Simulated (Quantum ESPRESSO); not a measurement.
# Zr(0001), 5 layers against a metal electrode: a series in the charge of the slab, part 3 of 4

What law, if any, do the results for Zr(0001), 5 layers against a metal electrode follow against the charge of the slab?

Quantum ESPRESSO 7.5; plane-wave DFT, PBE, GBRV ultrasoft pseudopotentials.

So far. Step 2 (Variable-cell relaxation of the reference):  The last row is no step: it is a fresh SCF in the final cell with a new plane-wave basis, -0 meV from the row before. Step 3 (Relaxation with pw.x of the reference): The relaxation lowers the energy by 21 meV an atom. On the free atoms the largest force ends at 0.011 eV/Å.

### 4. Self-consistent run, 0 ×10¹³ e/cm²

A run under open boundaries on these atoms gives the vacuum levels.

m2.esm.in

```
&control
  prefix = 'm2.esm'
  outdir = './out'
  pseudo_dir = './pseudo'
  calculation = 'scf'
  tprnfor = .true.
/
&system
  ibrav = 0
  nat = 5
  ntyp = 1
  ecutwfc = 40
  ecutrho = 200
  occupations = 'smearing'
  smearing = 'mv'
  degauss = 0.02
  assume_isolated = 'esm'
  esm_bc = 'bc3'
  tot_charge = 0.0
/
&electrons
  conv_thr = 1e-08
  mixing_beta = 0.25
  electron_maxstep = 160
  mixing_mode = 'local-TF'
  mixing_ndim = 12
/
ATOMIC_SPECIES
  Zr  91.2240  zr_pbe_v1.uspp.F.UPF
CELL_PARAMETERS angstrom
  3.23282280700000 0.00000000000000 0.00000000000000
  1.61641140350000 2.79970667679572 0.00000000000000
  0.00000000000000 0.00000000000000 25.38485868954650
ATOMIC_POSITIONS crystal
  Zr  0.000000000000 0.000000000000 -0.140376613275
  Zr  0.666666666700 0.666666666700 -0.045190194075
  Zr  0.000000000000 0.000000000000 0.059090342725
  Zr  0.666666666700 0.666666666700 0.163370879525
  Zr  0.000000000000 0.000000000000 0.258557298725
K_POINTS automatic
  12 12 1 0 0 0
```

Command:

```sh
OMP_NUM_THREADS=1 mpirun -n 4 pw.x -nk 4 -in m2.esm.in > m2.esm.out
```

The log of the run:

```text
[banner, memory and clock lines left out]
Program PWSCF v.7.5 starts
[citation notice left out]

[...]
Message from routine setup:
[...]
bravais-lattice index     =            0
     lattice parameter (alat)  =       6.1091  a.u.
     unit-cell volume          =    1550.4786 (a.u.)^3
     number of atoms/cell      =            5
     number of atomic types    =            1
     number of electrons       =        60.00
     number of Kohn-Sham states=           36
     kinetic-energy cutoff     =      40.0000  Ry
     charge density cutoff     =     200.0000  Ry
     scf convergence threshold =      1.0E-08
     mixing beta               =       0.2500
     number of iterations used =           12  local-TF  mixing
     Exchange-correlation= SLA  PW   PBE  PBE
                           (   1   4   3   4   0   0   0)

     Effective Screening Medium Method
     Boundary Conditions: Vacuum-Slab-Metal
     total charge in unit cell        =   0.0000
     grid points for fit at edges     =        4

[...]
PseudoPot. # 1 for Zr read from file:
     ./pseudo/zr_pbe_v1.uspp.F.UPF
     Pseudo is Ultrasoft + core correction, Zval = 12.0
     Generated by new atomic code, or converted to UPF format
     Using radial grid of  887 points,  6 beta functions with:
                l(1) =   0
                l(2) =   0
                l(3) =   1
                l(4) =   1
                l(5) =   2
                l(6) =   2
     Q(r) pseudized with  6 coefficients,  rinner =    1.200   1.200   1.200
                                                       1.200   1.200

     atomic species   valence    mass     pseudopotential
     Zr               12.00    91.22400     Zr( 1.00)

      6 Sym. Ops. (no inversion) found

[...]
number of k points=    19  Marzari-Vanderbilt smearing, width (Ry)=  0.0200
[...]
Dense  grid:    74045 G-vectors     FFT dimensions: (  27,  27, 216)

     Smooth grid:    53173 G-vectors     FFT dimensions: (  25,  25, 200)

     Check: negative core charge=   -0.000001

     Initial potential from superposition of free atoms

     starting charge      59.9893, renormalised to      60.0000

     negative rho (up, down):  2.995E-01 0.000E+00
     Starting wfcs are   65 randomized atomic wfcs

     per-process dynamical memory:    67.9 Mb

     Self-consistent Calculation

     iteration #  1     ecut=    40.00 Ry     beta= 0.25
     Davidson diagonalization with overlap
     ethr =  1.00E-02,  avg # of iterations =  1.1

     negative rho (up, down):  2.990E-01 0.000E+00

     total energy              =    -495.63281553 Ry
     estimated scf accuracy    <       3.95143655 Ry

     iteration #  2     ecut=    40.00 Ry     beta= 0.25
[...]
negative rho (up, down):  2.991E-01 0.000E+00

[...]
total energy              =    -495.53864866 Ry
     estimated scf accuracy    <       2.26226129 Ry

     iteration #  3     ecut=    40.00 Ry     beta= 0.25
[...]
negative rho (up, down):  3.001E-01 0.000E+00

[...]
total energy              =    -495.56030177 Ry
     estimated scf accuracy    <       0.74248582 Ry

     iteration #  4     ecut=    40.00 Ry     beta= 0.25
[...]
negative rho (up, down):  3.006E-01 0.000E+00

[...]
total energy              =    -495.55632483 Ry
     estimated scf accuracy    <       1.88510819 Ry

     iteration #  5     ecut=    40.00 Ry     beta= 0.25
[...]
negative rho (up, down):  3.017E-01 0.000E+00

[...]
total energy              =    -495.58929526 Ry
     estimated scf accuracy    <       0.56490714 Ry

     iteration #  6     ecut=    40.00 Ry     beta= 0.25
[...]
negative rho (up, down):  3.014E-01 0.000E+00

[...]
total energy              =    -495.60227830 Ry
     estimated scf accuracy    <       1.23055938 Ry

[...]
iteration # 64     ecut=    40.00 Ry     beta= 0.25
[...]
negative rho (up, down):  3.046E-01 0.000E+00

[...]
total energy              =    -495.63382382 Ry
     estimated scf accuracy    <       0.00000004 Ry

     iteration # 65     ecut=    40.00 Ry     beta= 0.25
[...]
negative rho (up, down):  3.046E-01 0.000E+00

[...]
total energy              =    -495.63379926 Ry
     estimated scf accuracy    <       0.00000001 Ry

     iteration # 66     ecut=    40.00 Ry     beta= 0.25
[...]
negative rho (up, down):  3.046E-01 0.000E+00

[...]
total energy              =    -495.63380523 Ry
     estimated scf accuracy    <       0.00000002 Ry

     iteration # 67     ecut=    40.00 Ry     beta= 0.25
[...]
negative rho (up, down):  3.046E-01 0.000E+00

[...]
End of self-consistent calculation

          k = 0.0000 0.0000 0.0000 (  6589 PWs)   bands (ev):

   -53.1710 -53.1707 -52.9367 -52.8494 -52.8281 -31.5498 -31.4946 -31.1334
   -30.8185 -30.8185 -30.8182 -30.8182 -30.7573 -30.5974 -30.5974 -30.5825
   -30.5297 -30.5297 -30.5072 -30.5072  -9.5389  -8.9269  -8.0760  -7.4706
    -7.2037  -4.4002  -4.3288  -3.6808  -3.6704  -3.4912  -3.4872  -3.4142
    -3.4061  -3.3773  -3.3757  -3.1741

          k = 0.0000 0.0962 0.0000 (  6605 PWs)   bands (ev):

   -53.1648 -53.1645 -52.9303 -52.8445 -52.8241 -31.5335 -31.4834 -31.1355
   -30.8861 -30.8671 -30.8306 -30.8303 -30.7508 -30.6356 -30.6100 -30.5909
   -30.5612 -30.5468 -30.5391 -30.5147  -9.3485  -8.7410  -7.8946  -7.2832
    -7.0210  -4.5535  -4.3682  -3.9908  -3.8562  -3.5958  -3.5869  -3.4152
    -3.3350  -3.2809  -3.2000  -3.1835

[...]
the Fermi energy is    -4.1895 ev

!    total energy              =    -495.63379184 Ry
     estimated scf accuracy    <          6.8E-09 Ry
     smearing contrib. (-TS)   =      -0.00068232 Ry
     internal energy E=F+TS    =    -495.63310952 Ry

     The total energy is F=E-TS. E is the sum of the following terms:
     one-electron contribution =  -48177.48318343 Ry
     hartree contribution      =   24071.44804613 Ry
     xc contribution           =     -88.70969430 Ry
     ewald contribution        =   23699.11172208 Ry

     convergence has been achieved in  67 iterations

     negative rho (up, down):  3.046E-01 0.000E+00

     Forces acting on atoms (cartesian axes, Ry/au):

     atom    1 type  1   force =    -0.00000000   -0.00000000    0.00010966
     atom    2 type  1   force =     0.00000000    0.00000000    0.00041922
     atom    3 type  1   force =     0.00000000    0.00000000   -0.00002995
     atom    4 type  1   force =     0.00000000    0.00000000   -0.00043674
     atom    5 type  1   force =     0.00000000    0.00000000   -0.00015492

     Total force =     0.000635     Total SCF correction =     0.000397
     SCF correction compared to forces is large: reduce conv_thr to get better values

[...]
```

The job ended after 2.3 min (4 MPI ranks of INTEL XEON PLATINUM 8581C at 2.10GHz (Emerald Rapids), shared host; peak memory 0.67 GiB).

This step gave:

```
Fermi energy                                                   : -4.189 eV
vacuum line at the lower end of the cell, over the Fermi level : 4.194 eV
slope of the potential above                                   : 7.60e-4 eV/Å
vacuum line at the upper end of the cell, over the Fermi level : 4.190 eV
```

Electrostatic potential energy of an electron; zero at the Fermi level. Potential energy, planar mean against z:

z (Å), potential energy, planar mean (eV) and a bar from the least value:
```
    -12.5        4.2 ##############################
    -12.0        4.2 ##############################
    -11.5        4.2 ##############################
    -11.0        4.2 ##############################
    -10.5        4.2 ##############################
    -10.0        4.2 ##############################
     -9.5        4.2 ##############################
     -9.0        4.2 ##############################
     -8.5        4.2 ##############################
     -8.0        4.2 ##############################
     -7.5        4.2 ##############################
     -7.0        4.2 ##############################
     -6.5        4.1 ##############################
     -6.0        3.9 ##############################
     -5.5        3.3 #############################
     -5.0        1.6 ###########################
     -4.5       -2.7 #######################
     -4.0      -16.5 ##########
     -3.5      -26.2 
     -3.0      -11.1 ###############
     -2.5       -1.5 ########################
     -2.0       -3.6 ######################
     -1.5      -18.9 #######
     -1.0      -24.9 #
     -0.5       -8.5 ##################
      0.0       -0.4 #########################
      0.5       -1.5 ########################
      1.0      -13.5 #############
      1.5      -26.3 
      2.0      -13.5 #############
      2.5       -1.6 ########################
      3.0       -0.5 #########################
      3.5       -8.4 ##################
      4.0      -25.1 #
      4.5      -19.0 #######
      5.0       -3.7 ######################
      5.5       -1.5 ########################
      6.0      -11.3 ###############
      6.5      -26.2 
      7.0      -16.2 ##########
      7.5       -2.6 #######################
      8.0        1.6 ###########################
      8.5        3.3 #############################
      9.0        3.9 ##############################
      9.5        4.1 ##############################
     10.0        4.2 ##############################
     10.5        4.2 ##############################
     11.0        4.2 ##############################
     11.5        4.2 ##############################
     12.0        4.2 ##############################
     12.5        4.2 ##############################
```

Inside the slab this potential holds the local part of the pseudopotentials, which can be repulsive at the nuclei; only its value in the vacuum has a meaning of its own.

### 5. SCF with pw.x, 1 ×10¹³ e/cm²

m3.esm.in is the input of step 4 with these lines changed:

```diff
@@ -1,3 +1,3 @@
 &control
-  prefix = 'm2.esm'
+  prefix = 'm3.esm'
   outdir = './out'
@@ -18,3 +18,3 @@
   esm_bc = 'bc3'
-  tot_charge = 0.0
+  tot_charge = 0.00904
 /
@@ -26,2 +26,3 @@
   mixing_ndim = 12
+  startingpot = 'file'
 /
```

Command:

```sh
cp -r out/m2.esm.save out/m3.esm.save
OMP_NUM_THREADS=1 mpirun -n 4 pw.x -nk 4 -in m3.esm.in > m3.esm.out
```

The log of the run:

```text
[banner, memory and clock lines left out]
Program PWSCF v.7.5 starts
[...]
Message from routine setup:
[...]
number of electrons       =        59.99
     number of Kohn-Sham states=           36
     kinetic-energy cutoff     =      40.0000  Ry
     charge density cutoff     =     200.0000  Ry
[...]
number of k points=    19  Marzari-Vanderbilt smearing, width (Ry)=  0.0200
[...]
Dense  grid:    74045 G-vectors     FFT dimensions: (  27,  27, 216)
[...]
The initial density is read from file :
[...]
negative rho (up, down):  3.046E-01 0.000E+00
     Starting wfcs are   65 randomized atomic wfcs
[...]
negative rho (up, down):  3.049E-01 0.000E+00
[...]
estimated scf accuracy    <       3.94003232 Ry
[...]
negative rho (up, down):  3.049E-01 0.000E+00
[...]
estimated scf accuracy    <       0.49241058 Ry
[...]
negative rho (up, down):  3.047E-01 0.000E+00
[...]
estimated scf accuracy    <       0.03800526 Ry
[...]
negative rho (up, down):  3.046E-01 0.000E+00
[...]
estimated scf accuracy    <       0.01756481 Ry
[...]
negative rho (up, down):  3.043E-01 0.000E+00
[...]
estimated scf accuracy    <       0.01247425 Ry
[...]
negative rho (up, down):  3.044E-01 0.000E+00
[...]
estimated scf accuracy    <       0.01546290 Ry
[...]
negative rho (up, down):  3.044E-01 0.000E+00
[...]
estimated scf accuracy    <       0.00446512 Ry
[...]
negative rho (up, down):  3.044E-01 0.000E+00
[...]
estimated scf accuracy    <       0.02211402 Ry
[...]
negative rho (up, down):  3.043E-01 0.000E+00
[...]
estimated scf accuracy    <       0.01143199 Ry
[...]
negative rho (up, down):  3.043E-01 0.000E+00
[...]
estimated scf accuracy    <       0.00671775 Ry
[...]
negative rho (up, down):  3.042E-01 0.000E+00
[...]
estimated scf accuracy    <       0.00999055 Ry
[...]
negative rho (up, down):  3.042E-01 0.000E+00
[...]
estimated scf accuracy    <       0.01657005 Ry
[...]
negative rho (up, down):  3.046E-01 0.000E+00
[...]
estimated scf accuracy    <       0.00000560 Ry
[...]
negative rho (up, down):  3.046E-01 0.000E+00
[...]
estimated scf accuracy    <       0.00000050 Ry
[...]
negative rho (up, down):  3.046E-01 0.000E+00
[...]
estimated scf accuracy    <       0.00000201 Ry
[...]
negative rho (up, down):  3.046E-01 0.000E+00
[...]
estimated scf accuracy    <       0.00000084 Ry
[...]
negative rho (up, down):  3.046E-01 0.000E+00
[...]
estimated scf accuracy    <       0.00000048 Ry
[...]
negative rho (up, down):  3.046E-01 0.000E+00
[...]
estimated scf accuracy    <       0.00000006 Ry
[...]
negative rho (up, down):  3.046E-01 0.000E+00
[...]
estimated scf accuracy    <       0.00000008 Ry
[...]
negative rho (up, down):  3.046E-01 0.000E+00
[...]
estimated scf accuracy    <       0.00000004 Ry
[...]
negative rho (up, down):  3.046E-01 0.000E+00
[...]
estimated scf accuracy    <       0.00000001 Ry
[...]
negative rho (up, down):  3.046E-01 0.000E+00
[...]
the Fermi energy is    -4.8718 ev
!    total energy              =    -495.63059285 Ry
     estimated scf accuracy    <          4.0E-09 Ry
     smearing contrib. (-TS)   =      -0.00073545 Ry
     internal energy E=F+TS    =    -495.62985740 Ry
[...]
one-electron contribution =  -48174.46913203 Ry
     hartree contribution      =   24068.43483962 Ry
     xc contribution           =     -88.70728707 Ry
     ewald contribution        =   23699.11172208 Ry
     convergence has been achieved in  57 iterations
     negative rho (up, down):  3.046E-01 0.000E+00
[...]
Total force =     0.000574     Total SCF correction =     0.000175
[...]
```

The job ended after 2 min (4 MPI ranks; peak memory 0.67 GiB; 8.1 min of CPU time).

Numbers from this step:

* Fermi energy: -4.872 eV
* vacuum line at the lower end of the cell, over the Fermi level: 4.191 eV
* slope of the potential above: 0.1814 eV/Å
* vacuum line at the upper end of the cell, over the Fermi level: 4.872 eV

Inside the slab this potential holds the local part of the pseudopotentials, which can be repulsive at the nuclei; only its value in the vacuum has a meaning of its own.

### 6. Self-consistent run, -1.5 ×10¹³ e/cm²

m1.esm.in is the input of step 5 with these lines changed:

```diff
@@ -1,3 +1,3 @@
 &control
-  prefix = 'm3.esm'
+  prefix = 'm1.esm'
   outdir = './out'
@@ -18,3 +18,3 @@
   esm_bc = 'bc3'
-  tot_charge = 0.00904
+  tot_charge = -0.01355
 /
```

Command:

```sh
cp -r out/m2.esm.save out/m1.esm.save
OMP_NUM_THREADS=1 mpirun -n 4 pw.x -nk 4 -in m1.esm.in > m1.esm.out
```

The log of the run:

```text
[banner, memory and clock lines left out]
Program PWSCF v.7.5 starts
[...]
Message from routine setup:
[...]
number of electrons       =        60.01
     number of Kohn-Sham states=           36
     kinetic-energy cutoff     =      40.0000  Ry
     charge density cutoff     =     200.0000  Ry
[...]
number of k points=    19  Marzari-Vanderbilt smearing, width (Ry)=  0.0200
[...]
Dense  grid:    74045 G-vectors     FFT dimensions: (  27,  27, 216)
[...]
The initial density is read from file :
[...]
negative rho (up, down):  3.047E-01 0.000E+00
     Starting wfcs are   65 randomized atomic wfcs
[...]
negative rho (up, down):  3.059E-01 0.000E+00
[...]
estimated scf accuracy    <       8.94083206 Ry
[...]
negative rho (up, down):  3.077E-01 0.000E+00
[...]
estimated scf accuracy    <       0.86302901 Ry
[...]
negative rho (up, down):  3.077E-01 0.000E+00
[...]
estimated scf accuracy    <       0.14950228 Ry
[...]
negative rho (up, down):  3.096E-01 0.000E+00
[...]
estimated scf accuracy    <       0.12576141 Ry
[...]
negative rho (up, down):  3.097E-01 0.000E+00
[...]
estimated scf accuracy    <       0.00607386 Ry
[...]
negative rho (up, down):  3.085E-01 0.000E+00
[...]
estimated scf accuracy    <       0.00416300 Ry
[...]
negative rho (up, down):  3.081E-01 0.000E+00
[...]
estimated scf accuracy    <       0.00628537 Ry
[...]
negative rho (up, down):  3.074E-01 0.000E+00
[...]
estimated scf accuracy    <       0.00345672 Ry
[...]
negative rho (up, down):  3.073E-01 0.000E+00
[...]
estimated scf accuracy    <       0.01561553 Ry
[...]
negative rho (up, down):  3.071E-01 0.000E+00
[...]
estimated scf accuracy    <       0.00688173 Ry
[...]
negative rho (up, down):  3.064E-01 0.000E+00
[...]
estimated scf accuracy    <       0.00654653 Ry
[...]
negative rho (up, down):  3.054E-01 0.000E+00
[...]
estimated scf accuracy    <       0.00359965 Ry
[...]
negative rho (up, down):  3.046E-01 0.000E+00
[...]
estimated scf accuracy    <       0.00000027 Ry
[...]
negative rho (up, down):  3.046E-01 0.000E+00
[...]
estimated scf accuracy    <       0.00000022 Ry
[...]
negative rho (up, down):  3.046E-01 0.000E+00
[...]
estimated scf accuracy    <       0.00000037 Ry
[...]
negative rho (up, down):  3.046E-01 0.000E+00
[...]
estimated scf accuracy    <       0.00000049 Ry
[...]
negative rho (up, down):  3.046E-01 0.000E+00
[...]
estimated scf accuracy    <       0.00000050 Ry
[...]
negative rho (up, down):  3.046E-01 0.000E+00
[...]
estimated scf accuracy    <       0.00000104 Ry
[...]
negative rho (up, down):  3.046E-01 0.000E+00
[...]
estimated scf accuracy    <       0.00000020 Ry
[...]
negative rho (up, down):  3.046E-01 0.000E+00
[...]
estimated scf accuracy    <       0.00000002 Ry
[...]
negative rho (up, down):  3.046E-01 0.000E+00
[...]
estimated scf accuracy    <       0.00000002 Ry
[...]
negative rho (up, down):  3.046E-01 0.000E+00
[...]
the Fermi energy is    -3.1886 ev
!    total energy              =    -495.63794866 Ry
     estimated scf accuracy    <          5.0E-09 Ry
     smearing contrib. (-TS)   =      -0.00060475 Ry
     internal energy E=F+TS    =    -495.63734392 Ry
[...]
one-electron contribution =  -48181.90334725 Ry
     hartree contribution      =   24075.86739958 Ry
     xc contribution           =     -88.71311833 Ry
     ewald contribution        =   23699.11172208 Ry
     convergence has been achieved in  48 iterations
     negative rho (up, down):  3.046E-01 0.000E+00
[...]
Total force =     0.000889     Total SCF correction =     0.000497
[...]
```

Elapsed: 2.1 min, on 4 MPI ranks; peak memory 0.67 GiB.

Read from the output:

| Quantity | Value |
| --- | --- |
| Fermi energy | -3.189 eV |
| vacuum line at the lower end of the cell, over the Fermi level | 4.198 eV |
| slope of the potential above | -0.2698 eV/Å |
| vacuum line at the upper end of the cell, over the Fermi level | 3.189 eV |

Inside the slab this potential holds the local part of the pseudopotentials, which can be repulsive at the nuclei; only its value in the vacuum has a meaning of its own.

[end of part 3 of 4]

[Logs are printed without paths, hosts, clocks, repeated set-up lines and the standing remarks that a program may print on its own settings, such as how far it seeks lower states.]

[Hosts, paths, dates, database ids (printed as entryN), source tags and the programs' standing remarks are cut or masked in the printed files.]

[Maps of the electrostatic potential energy from Ansatz leave out the sawtooth potential of an applied field or a dipole correction, so their vacuum need not be flat; planar profiles and work functions include it.]
